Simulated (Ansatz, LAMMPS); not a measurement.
# Which site? a vacancy of O in amorphous HfO2 at 7.65 g/cm^3 (78 atoms), part 2 of 3

At which site of amorphous HfO2 at 7.65 g/cm^3 (78 atoms) does a vacancy of O cost least, and what about the site decides it?

Ansatz 0.2.0; Kohn-Sham DFT, PBE, PAW (set soft_2), plane waves.

The cell: 26 Hf and 52 O. The quench rate of 50 K/ps is orders of magnitude faster than experiment. The starting topology of bonds comes from the classical model. Sampling is at Γ alone, for a cell whose shortest periodic width is 11 Å. Spin–orbit coupling is left out.

So far. Step 2 (Single point at the start): The r.m.s. force at the start is 0.55 eV/Å. Step 3 (Relaxation): The relaxation converged after 19 steps, 2.71 eV below its start, with a largest force component of 0.047 eV/Å.

### Step 5. Vacancy of O, site O62

The site has 2 bonded neighbours (Hf2) at 1.96 Å on average, by cutoffs that count no bonds between two metal atoms or like ions. The change is made in the relaxed cell and the atoms are relaxed again.

input.yaml reads:

```yaml
crystal:
  lattice:
    - [10.5908, 0.0, 0.0]
    - [0.0, 10.5908, 0.0]
    - [0.0, 0.0, 10.5908]
  atoms:
    [... atom lines 1 to 58 left out ...]
    - { symbol: O, position: [0.93632, 0.91159, 0.56671] }
    - { symbol: O, position: [0.12195, 0.81753, 0.81174] }
    - { symbol: O, position: [0.29893, 0.52642, 0.63377] }
    - { symbol: O, position: [0.11888, 0.13274, 0.50536] }
    - { symbol: O, position: [0.36093, 0.84035, 0.63024] }
    - { symbol: O, position: [0.28339, 0.34821, 0.91755] }
    - { symbol: O, position: [0.51606, 0.0003, 0.14655] }
    [... atom lines 66 to 77 left out ...]
kpoints:
  mp_grid: { grid: [1, 1, 1] }
hamiltonian:
  xc: pbe
scf:
  occupations: { method: fermi_dirac, width: 0.025 }
output:
  forces: true
  eigenvalues: true
relax:
  f_tol: 0.05
  max_steps: 90
```

On the command line:

```sh
ansatz run input.yaml --threads 4 --pin off --max-ram 8192MiB --backend cpu --events-out ev --progress --plain --runs-dir out
```

Numbers of over 12 decimals in the logs are rounded to 6 here.

Log:

```text
[...]
Crystal: 77 atoms, lattice volume = 1187.918 Å³
Basis set: ecut = 420 eV, 23127 PW (Γ), exchange–correlation on 144×144×144 points (8 copies of the dense FFT grid, shifted against one another)
Bands: 590, of which v1, the nominal top of the filled ones, is band 491 counted from 1 (490 counted from 0)
Symmetry: 1 space group operations
[...]
k-points: 1
[...]
SCF iter   1: F=—  HF=-437817.003262 eV  |F-HF|=—  |Δ(HF+E_count)|=         —  Δρ=4.87e-3  dr2=4.85e-1  ethr=1.77e-3  ⟨swp⟩=5.0  Hψ=1820  notcnv=0  defer=68
[...]
SCF iter   7: F=—  HF=-437816.935965 eV  |F-HF|=—  |Δ(HF+E_count)|=   1.39e-4  Δρ=4.19e-5  dr2=3.06e-5  ethr=1.33e-8  ⟨swp⟩=3.0  Hψ=907  notcnv=0  defer=93
SCF iter   8: F=-437816.935991 eV  HF=-437816.935996 eV  |F-HF|=4.25e-6  |Δ(HF+E_count)|=   3.03e-5  Δρ=3.37e-5  dr2=1.26e-5  ethr=3.12e-9  ⟨swp⟩=11.0  Hψ=2711  notcnv=0
SCF 1 converged in 8 iterations: F = -437816.935991 eV  dr2 = 1.26e-5
[...]
relax step   1: F+E_penalty+E_count = -437816.93599126 eV  Δ(F+E_penalty+E_count) = +0.000e0 eV  max|allowed force component| = 8.223e-1 eV/Å  Δτ_max = 0.0000 Å  (8 SCF iters, dr2 threshold 6.25e-5 eV, accepted)
[...]
relax step   2: F+E_penalty+E_count = -437817.10612564 eV  Δ(F+E_penalty+E_count) = -1.701e-1 eV  max|allowed force component| = 3.344e-1 eV/Å  Δτ_max = 0.1494 Å  (7 SCF iters, dr2 threshold 4.23e-5 eV, accepted)
[...]
relax step   3: F+E_penalty+E_count = -437817.14168949 eV  Δ(F+E_penalty+E_count) = -3.556e-2 eV  max|allowed force component| = 1.947e-1 eV/Å  Δτ_max = 0.0371 Å  (6 SCF iters, dr2 threshold 6.99e-6 eV, accepted)
relax step   4: F+E_penalty+E_count = -437817.12082128 eV  Δ(F+E_penalty+E_count) = +2.087e-2 eV  max|allowed force component| = 3.928e-1 eV/Å  Δτ_max = 0.2000 Å  (8 SCF iters, dr2 threshold 6.27e-6 eV, rejected (line search))
relax step   5: F+E_penalty+E_count = -437817.16762127 eV  Δ(F+E_penalty+E_count) = -2.593e-2 eV  max|allowed force component| = 6.101e-2 eV/Å  Δτ_max = 0.0888 Å  (10 SCF iters, accepted)
relax step   6: F+E_penalty+E_count = -437817.17625239 eV  Δ(F+E_penalty+E_count) = -8.631e-3 eV  max|allowed force component| = 6.531e-2 eV/Å  Δτ_max = 0.1000 Å  (9 SCF iters, accepted)
relax step   7: F+E_penalty+E_count = -437817.18531252 eV  Δ(F+E_penalty+E_count) = -9.060e-3 eV  max|allowed force component| = 8.031e-2 eV/Å  Δτ_max = 0.1484 Å  (9 SCF iters, accepted)
relax step   8: F+E_penalty+E_count = -437817.17147730 eV  Δ(F+E_penalty+E_count) = +1.384e-2 eV  max|allowed force component| = 1.635e-1 eV/Å  Δτ_max = 0.2000 Å  (7 SCF iters, dr2 threshold 6.45e-6 eV, rejected (line search))
relax step   9: F+E_penalty+E_count = -437817.19578474 eV  Δ(F+E_penalty+E_count) = -1.047e-2 eV  max|allowed force component| = 5.370e-2 eV/Å  Δτ_max = 0.0973 Å  (10 SCF iters, accepted)
relax step  10: F+E_penalty+E_count = -437817.19563192 eV  Δ(F+E_penalty+E_count) = +1.528e-4 eV  max|allowed force component| = 1.340e-1 eV/Å  Δτ_max = 0.0962 Å  (9 SCF iters, rejected (line search))
[...]
relax step  11: F+E_penalty+E_count = -437817.19803816 eV  Δ(F+E_penalty+E_count) = -2.253e-3 eV  max|allowed force component| = 2.710e-2 eV/Å  Δτ_max = 0.0481 Å  (8 SCF iters, accepted)
SCF converged after 8 iterations
Free energy (F): -437817.198038 eV
[...]
Internal energy: -437817.198038 eV  (E = F + TS)
E sigma→0 (E₀):  -437817.198038 eV
Fermi energy:    12.294507 eV
[...]
Σ components = -437817.198038   (vs F -437817.198038, Δ=0.00e0)
--- Forces (eV/Å), atoms counted from 1 ---
  atom   1  Hf     0.00334625     0.00950194    -0.00760856
  atom   2  Hf     0.00259791     0.01780465     0.00397060
  atom   3  Hf     0.00412033    -0.00214560     0.00730848
  atom   4  Hf    -0.00703508    -0.01675644     0.00367819
[...]
atom  77  O      0.00108586     0.00118082     0.00057766
  max |Σ_I F_I| component: 5.26e-5 eV/Å
--- Band table (eV) ---
[...]
--- Relaxed structure (11 steps of the walk, 8 accepted, 0 SCFs on fresh bases) ---
  F+E_penalty+E_count = -437817.19803816 eV   max|allowed force component| = 2.710e-2 eV/Å
  atoms:
    - { symbol: Hf, position: [0.462632, 0.612575, 0.285376] }
    - { symbol: Hf, position: [0.135318, 0.720846, 0.205787] }
    - { symbol: Hf, position: [0.742641, 0.600600, 0.763510] }
    - { symbol: Hf, position: [0.683629, 0.386009, 0.067180] }
[...]
- { symbol: O, position: [0.068675, 0.230134, 0.751563] }
```

Wall time 7.1 min (4 threads of Intel Xeon at 2.50GHz (Skylake/Cascade Lake), shared host); peak memory 2 GiB; 25 min of CPU time.

The relaxation converged after 11 steps, 0.262 eV below its start, with a largest force component of 0.027 eV/Å.

The surroundings of the place of the removed atom, after relaxation: 10 atoms, nearest first, with positions taken from that point. Atoms keep their numbers of the cell before the removal, where the removed atom was number 62.

```csv
atom,x,y,z,distance (Å),bonds
Hf14,-0.75,-0.80,1.63,1.96,4
Hf21,-1.23,-0.19,-1.52,1.97,4
O39,0.60,0.46,-2.42,2.54,3
O64,-2.23,-1.24,0.03,2.55,3
O73,0.71,-2.04,1.57,2.67,2
O46,-0.18,0.86,2.68,2.82,3
O33,-0.84,-1.75,-2.73,3.35,3
O44,-0.01,3.10,-1.48,3.44,2
O58,-2.31,1.05,-2.61,3.64,3
Hf24,1.57,2.42,-2.54,3.85,6
```

The column of bonds counts only the pairs O-Hf within 2.83 Å; other neighbours, such as metal atoms beside each other in a compound, aren't counted, and periodic images can show an atom twice.

The largest move is 0.55 Å, by O73.

### Step 6. Vacancy of O, site O28

The site has 4 bonded neighbours (Hf4) at 2.29 Å on average. 

input.yaml, the sections that differ from step 5:

```yaml
crystal:
  lattice:
    - [10.5908, 0.0, 0.0]
    - [0.0, 10.5908, 0.0]
    - [0.0, 0.0, 10.5908]
  atoms:
    [... atom lines 1 to 24 left out ...]
    - { symbol: Hf, position: [0.98017, 0.98505, 0.21185] }
    - { symbol: Hf, position: [0.975, 0.09064, 0.61287] }
    - { symbol: O, position: [0.26845, 0.84488, 0.16074] }
    - { symbol: O, position: [0.88048, 0.08633, 0.3314] }
    - { symbol: O, position: [0.85531, 0.48616, 0.09799] }
    - { symbol: O, position: [0.63097, 0.51415, 0.9281] }
    - { symbol: O, position: [0.87421, 0.44866, 0.80089] }
    [... atom lines 32 to 77 left out ...]
# kpoints, hamiltonian, scf, output, relax: as in step 5
```

Log:

```text
[...]
Crystal: 77 atoms, lattice volume = 1187.918 Å³
Basis set: ecut = 420 eV, 23127 PW (Γ), exchange–correlation on 144×144×144 points (8 copies of the dense FFT grid, shifted against one another)
Bands: 590, of which v1, the nominal top of the filled ones, is band 491 counted from 1 (490 counted from 0)
Symmetry: 1 space group operations
[...]
k-points: 1
[...]
SCF iter   1: F=—  HF=-437816.641522 eV  |F-HF|=—  |Δ(HF+E_count)|=         —  Δρ=4.97e-3  dr2=4.97e-1  ethr=1.77e-3  ⟨swp⟩=4.0  Hψ=1825  notcnv=0  defer=69
[...]
SCF iter   7: F=—  HF=-437816.563838 eV  |F-HF|=—  |Δ(HF+E_count)|=   1.58e-4  Δρ=5.13e-5  dr2=3.94e-5  ethr=1.50e-8  ⟨swp⟩=2.0  Hψ=986  notcnv=0  defer=92
SCF iter   8: F=-437816.563852 eV  HF=-437816.563851 eV  |F-HF|=1.29e-6  |Δ(HF+E_count)|=   1.25e-5  Δρ=2.68e-5  dr2=9.79e-6  ethr=4.01e-9  ⟨swp⟩=11.0  Hψ=2545  notcnv=0
SCF 1 converged in 8 iterations: F = -437816.563852 eV  dr2 = 9.79e-6
[...]
relax step   1: F+E_penalty+E_count = -437816.56385186 eV  Δ(F+E_penalty+E_count) = +0.000e0 eV  max|allowed force component| = 5.154e-1 eV/Å  Δτ_max = 0.0000 Å  (8 SCF iters, dr2 threshold 6.25e-5 eV, accepted)
[...]
relax step   2: F+E_penalty+E_count = -437816.62756200 eV  Δ(F+E_penalty+E_count) = -6.371e-2 eV  max|allowed force component| = 3.110e-1 eV/Å  Δτ_max = 0.0873 Å  (7 SCF iters, dr2 threshold 1.66e-5 eV, accepted)
[...]
relax step   3: F+E_penalty+E_count = -437816.66066013 eV  Δ(F+E_penalty+E_count) = -3.310e-2 eV  max|allowed force component| = 1.143e-1 eV/Å  Δτ_max = 0.0229 Å  (6 SCF iters, dr2 threshold 6.04e-6 eV, accepted)
relax step   4: F+E_penalty+E_count = -437816.46590295 eV  Δ(F+E_penalty+E_count) = +1.948e-1 eV  max|allowed force component| = 5.236e-1 eV/Å  Δτ_max = 0.2000 Å  (11 SCF iters, rejected (line search))
relax step   5: F+E_penalty+E_count = -437816.68688824 eV  Δ(F+E_penalty+E_count) = -2.623e-2 eV  max|allowed force component| = 8.314e-2 eV/Å  Δτ_max = 0.0654 Å  (10 SCF iters, accepted)
relax step   6: F+E_penalty+E_count = -437816.69163484 eV  Δ(F+E_penalty+E_count) = -4.747e-3 eV  max|allowed force component| = 5.692e-2 eV/Å  Δτ_max = 0.0235 Å  (8 SCF iters, accepted)
relax step   7: F+E_penalty+E_count = -437816.69699391 eV  Δ(F+E_penalty+E_count) = -5.359e-3 eV  max|allowed force component| = 5.932e-2 eV/Å  Δτ_max = 0.0333 Å  (9 SCF iters, accepted)
[...]
relax step   8: F+E_penalty+E_count = -437816.70032762 eV  Δ(F+E_penalty+E_count) = -3.334e-3 eV  max|allowed force component| = 4.182e-2 eV/Å  Δτ_max = 0.0235 Å  (8 SCF iters, accepted)
SCF converged after 8 iterations
Free energy (F): -437816.700328 eV
[...]
Internal energy: -437816.700328 eV  (E = F + TS)
E sigma→0 (E₀):  -437816.700328 eV
Fermi energy:    12.222790 eV
[...]
Σ components = -437816.700328   (vs F -437816.700328, Δ=0.00e0)
--- Forces (eV/Å), atoms counted from 1 ---
  atom   1  Hf    -0.00797288    -0.00157548     0.00713441
  atom   2  Hf     0.01344658    -0.00827606     0.00486423
  atom   3  Hf     0.03778638     0.00862378    -0.01577271
  atom   4  Hf    -0.02212391    -0.00780454    -0.01599871
[...]
atom  77  O     -0.00727364    -0.01656082    -0.00905409
  max |Σ_I F_I| component: 6.81e-5 eV/Å
--- Band table (eV) ---
[...]
--- Relaxed structure (8 steps of the walk, 7 accepted, 0 SCFs on fresh bases) ---
  F+E_penalty+E_count = -437816.70032762 eV   max|allowed force component| = 4.182e-2 eV/Å
  atoms:
    - { symbol: Hf, position: [0.460470, 0.611772, 0.279672] }
    - { symbol: Hf, position: [0.140465, 0.725246, 0.202111] }
    - { symbol: Hf, position: [0.740591, 0.590974, 0.770295] }
    - { symbol: Hf, position: [0.685965, 0.380318, 0.066367] }
[...]
- { symbol: O, position: [0.074579, 0.229210, 0.754184] }
```

Run time: 5.1 min. Hardware: 4 threads; peak memory 2 GiB; 18 min of CPU time.

The relaxation converged after 8 steps, 0.136 eV below its start, with a largest force component of 0.042 eV/Å.

### Step 7. Vacancy of O, site O66

The site has 3 bonded neighbours (Hf3) at 2.13 Å on average. 

Input and log are left out; they have the form of those shown for this kind of step.

Run time: 3 min. Hardware: 4 threads of Intel Xeon at 2.50GHz (Skylake/Cascade Lake), shared host; peak memory 2 GiB.

The relaxation converged after 5 steps, 0.126 eV below its start, with a largest force component of 0.050 eV/Å.

### Step 8. Vacancy of O, site O69

The site has 3 bonded neighbours (Hf3) at 2.08 Å on average. 

Input and log are left out; they have the form of those shown for this kind of step.

The job ended after 4.4 min (4 threads of Intel Xeon at 2.50GHz (Skylake/Cascade Lake), shared host; peak memory 2 GiB).

The relaxation converged after 7 steps, 0.0912 eV below its start, with a largest force component of 0.027 eV/Å.

### Step 9. Vacancy of O, site O64

The site has 3 bonded neighbours (Hf3) at 2.18 Å on average. 

input.yaml, the sections that differ from step 6:

```yaml
crystal:
  lattice:
    - [10.5908, 0.0, 0.0]
    - [0.0, 10.5908, 0.0]
    - [0.0, 0.0, 10.5908]
  atoms:
    [... atom lines 1 to 60 left out ...]
    - { symbol: O, position: [0.29893, 0.52642, 0.63377] }
    - { symbol: O, position: [0.57536, 0.95644, 0.62376] }
    - { symbol: O, position: [0.11888, 0.13274, 0.50536] }
    - { symbol: O, position: [0.28339, 0.34821, 0.91755] }
    - { symbol: O, position: [0.51606, 0.0003, 0.14655] }
    - { symbol: O, position: [0.14249, 0.07376, 0.23726] }
    - { symbol: O, position: [0.37924, 0.72349, 0.85511] }
    [... atom lines 68 to 77 left out ...]
# kpoints, hamiltonian, scf, output, relax: as in step 6
```

Log:

```text
[...]
Crystal: 77 atoms, lattice volume = 1187.918 Å³
Basis set: ecut = 420 eV, 23127 PW (Γ), exchange–correlation on 144×144×144 points (8 copies of the dense FFT grid, shifted against one another)
Bands: 590, of which v1, the nominal top of the filled ones, is band 491 counted from 1 (490 counted from 0)
Symmetry: 1 space group operations
[...]
k-points: 1
[...]
SCF iter   1: F=—  HF=-437816.544136 eV  |F-HF|=—  |Δ(HF+E_count)|=         —  Δρ=4.87e-3  dr2=5.30e-1  ethr=1.77e-3  ⟨swp⟩=4.0  Hψ=1815  notcnv=0  defer=70
[...]
SCF iter   7: F=—  HF=-437816.446408 eV  |F-HF|=—  |Δ(HF+E_count)|=   2.13e-4  Δρ=6.38e-5  dr2=6.39e-5  ethr=2.22e-8  ⟨swp⟩=3.0  Hψ=971  notcnv=0  defer=91
SCF iter   8: F=-437816.446439 eV  HF=-437816.446443 eV  |F-HF|=4.07e-6  |Δ(HF+E_count)|=   3.49e-5  Δρ=4.02e-5  dr2=1.98e-5  ethr=6.36e-9  ⟨swp⟩=11.0  Hψ=2670  notcnv=0
SCF 1 converged in 8 iterations: F = -437816.446439 eV  dr2 = 1.98e-5
[...]
relax step   1: F+E_penalty+E_count = -437816.44643863 eV  Δ(F+E_penalty+E_count) = +0.000e0 eV  max|allowed force component| = 9.935e-1 eV/Å  Δτ_max = 0.0000 Å  (8 SCF iters, dr2 threshold 6.25e-5 eV, accepted)
[...]
relax step   2: F+E_penalty+E_count = -437816.56365991 eV  Δ(F+E_penalty+E_count) = -1.172e-1 eV  max|allowed force component| = 1.112e0 eV/Å  Δτ_max = 0.1531 Å  (7 SCF iters, dr2 threshold 6.17e-5 eV, accepted)
[...]
relax step   3: F+E_penalty+E_count = -437816.66118813 eV  Δ(F+E_penalty+E_count) = -9.753e-2 eV  max|allowed force component| = 3.744e-1 eV/Å  Δτ_max = 0.0538 Å  (5 SCF iters, dr2 threshold 7.73e-5 eV, accepted)
relax step   4: F+E_penalty+E_count = -437816.59728868 eV  Δ(F+E_penalty+E_count) = +6.390e-2 eV  max|allowed force component| = 1.365e0 eV/Å  Δτ_max = 0.2000 Å  (7 SCF iters, dr2 threshold 1.59e-5 eV, rejected (line search))
relax step   5: F+E_penalty+E_count = -437816.72477623 eV  Δ(F+E_penalty+E_count) = -6.359e-2 eV  max|allowed force component| = 1.590e-1 eV/Å  Δτ_max = 0.1000 Å  (10 SCF iters, accepted)
relax step   6: F+E_penalty+E_count = -437816.74133110 eV  Δ(F+E_penalty+E_count) = -1.655e-2 eV  max|allowed force component| = 7.153e-2 eV/Å  Δτ_max = 0.0563 Å  (7 SCF iters, dr2 threshold 2.86e-6 eV, accepted)
relax step   7: F+E_penalty+E_count = -437816.74493451 eV  Δ(F+E_penalty+E_count) = -3.603e-3 eV  max|allowed force component| = 5.396e-2 eV/Å  Δτ_max = 0.0309 Å  (9 SCF iters, accepted)
[...]
relax step   8: F+E_penalty+E_count = -437816.74626435 eV  Δ(F+E_penalty+E_count) = -1.330e-3 eV  max|allowed force component| = 3.849e-2 eV/Å  Δτ_max = 0.0313 Å  (8 SCF iters, accepted)
SCF converged after 8 iterations
Free energy (F): -437816.746264 eV
[...]
Internal energy: -437816.746264 eV  (E = F + TS)
E sigma→0 (E₀):  -437816.746264 eV
Fermi energy:    12.362885 eV
[...]
Σ components = -437816.746264   (vs F -437816.746264, Δ=0.00e0)
--- Forces (eV/Å), atoms counted from 1 ---
  atom   1  Hf     0.01272544     0.00115039     0.00477419
  atom   2  Hf     0.00298141     0.00560149    -0.00994650
  atom   3  Hf    -0.02408607     0.01218618     0.00329593
  atom   4  Hf    -0.00082206    -0.00322265     0.00268407
[...]
atom  77  O      0.00018574    -0.00342684     0.00006161
  max |Σ_I F_I| component: 1.05e-4 eV/Å
--- Band table (eV) ---
[...]
--- Relaxed structure (8 steps of the walk, 7 accepted, 0 SCFs on fresh bases) ---
  F+E_penalty+E_count = -437816.74626435 eV   max|allowed force component| = 3.849e-2 eV/Å
  atoms:
    - { symbol: Hf, position: [0.464636, 0.612228, 0.280251] }
    - { symbol: Hf, position: [0.135605, 0.723165, 0.207999] }
    - { symbol: Hf, position: [0.739678, 0.593936, 0.768643] }
    - { symbol: Hf, position: [0.685380, 0.382364, 0.069043] }
[...]
- { symbol: O, position: [0.071036, 0.228732, 0.752383] }
```

Elapsed: 4.9 min, on 4 threads; peak memory 2 GiB.

The relaxation converged after 8 steps, 0.300 eV below its start, with a largest force component of 0.038 eV/Å.

The surroundings of the place of the removed atom, after relaxation: 10 atoms, nearest first, with positions taken from that point. Atoms keep their numbers of the cell before the removal, where the removed atom was number 64.

| atom | x | y | z | distance (Å) | bonds |
| --- | --- | --- | --- | --- | --- |
| Hf14 | 1.46 | 0.41 | 1.58 | 2.19 | 4 |
| Hf9 | -1.41 | -1.53 | 1.00 | 2.31 | 5 |
| O62 | 2.15 | 1.10 | -0.05 | 2.41 | 2 |
| Hf21 | 1.27 | 1.19 | -1.82 | 2.52 | 4 |
| O68 | 0.14 | -1.27 | 2.40 | 2.72 | 3 |
| O55 | -2.49 | -1.60 | -0.79 | 3.06 | 3 |
| O60 | -2.61 | -0.26 | 1.97 | 3.28 | 2 |
| O33 | 1.48 | -0.50 | -2.91 | 3.30 | 3 |
| O61 | -0.69 | -3.34 | 0.04 | 3.41 | 4 |
| O73 | 2.69 | -1.13 | 2.00 | 3.54 | 3 |

The column of bonds counts only the pairs O-Hf within 2.82 Å; other neighbours, such as metal atoms beside each other in a compound, aren't counted, and periodic images can show an atom twice.

The largest move is 0.30 Å, by Hf21.

### Step 10. Vacancy of O, site O59

The site has 2 bonded neighbours (Hf2) at 1.97 Å on average. 

Input and log are left out; they have the form of those shown for this kind of step.

The job ended after 9.9 min (4 threads of Intel Xeon at 2.50GHz (Skylake/Cascade Lake), shared host; peak memory 2 GiB).

The relaxation converged after 16 steps, 0.264 eV below its start, with a largest force component of 0.028 eV/Å.

The surroundings of the place of the removed atom, after relaxation: 11 atoms, nearest first, with positions taken from that point. Atoms keep their numbers of the cell before the removal, where the removed atom was number 59.

```csv
atom,x,y,z,distance (Å),bonds
Hf26,0.19,1.59,0.10,1.61,4
Hf19,0.26,-1.81,-0.83,2.01,5
O49,0.02,1.25,2.19,2.52,3
O29,-0.57,1.66,-2.12,2.75,3
O69,1.02,-0.71,-2.50,2.79,3
O63,1.85,2.18,-0.65,2.93,2
O55,2.01,-2.34,-0.14,3.09,3
O74,-0.96,-3.00,0.33,3.16,3
O57,-1.12,3.21,-0.03,3.40,3
O60,2.05,-1.00,2.66,3.50,2
Hf5,0.45,-0.42,3.51,3.56,5
```

The column of bonds counts only the pairs O-Hf within 2.88 Å; other neighbours, such as metal atoms beside each other in a compound, aren't counted, and periodic images can show an atom twice.

The largest move is 0.54 Å, by Hf26.

### Step 11. Vacancy of O, site O43

The site has 3 bonded neighbours (Hf3) at 2.21 Å on average. 

Input and log are left out; they have the form of those shown for this kind of step.

It took 3.2 min on 4 threads of Intel Xeon at 2.50GHz (Skylake/Cascade Lake), shared host; peak memory 2 GiB; 11 min of CPU time.

The relaxation converged after 5 steps, 0.0816 eV below its start, with a largest force component of 0.042 eV/Å.

The surroundings of the place of the removed atom, after relaxation: 13 atoms, nearest first, with positions taken from that point. Atoms keep their numbers of the cell before the removal, where the removed atom was number 43.

```
atom      x      y      z  distance (Å)  bonds
Hf13  -1.25  -1.03   1.32          2.09      5
Hf22  -1.27   1.46  -0.84          2.11      5
Hf25   2.30   0.28   1.03          2.53      5
 O66  -2.60   0.43   0.28          2.65      3
 O50   2.53   0.91  -0.97          2.86      3
 O29   1.21   1.34   2.28          2.91      2
 O76   2.55  -1.54  -0.28          2.99      3
 O52  -0.91   2.86   0.86          3.12      3
 O39  -1.43   0.44   2.76          3.13      3
 O47   0.10  -2.37   2.08          3.16      3
 Hf5   2.18  -0.92  -2.20          3.23      5
 O54   0.25   2.85  -1.51          3.24      3
 O42  -2.25  -2.39   0.08          3.28      3
```

The column of bonds counts only the pairs O-Hf within 2.82 Å; other neighbours, such as metal atoms beside each other in a compound, aren't counted, and periodic images can show an atom twice.

The largest move is 0.07 Å, by O66.

### Step 12. Vacancy of O, site O51

The site has 3 bonded neighbours (Hf3) at 2.15 Å on average. 

Input and log are left out; they have the form of those shown for this kind of step.

Wall time 13 min (4 threads of Intel Xeon at 2.50GHz (Skylake/Cascade Lake), shared host); peak memory 2 GiB; 47 min of CPU time.

The relaxation converged after 22 steps, 0.675 eV below its start, with a largest force component of 0.042 eV/Å.

(Part 2 of 3 ends here.)

[Logs are printed without paths, hosts, clocks, repeated set-up lines and the standing remarks that a program may print on its own settings, such as how far it seeks lower states.]

[Hosts, paths, dates, database ids (printed as entryN), source tags and the programs' standing remarks are cut or masked in the printed files.]
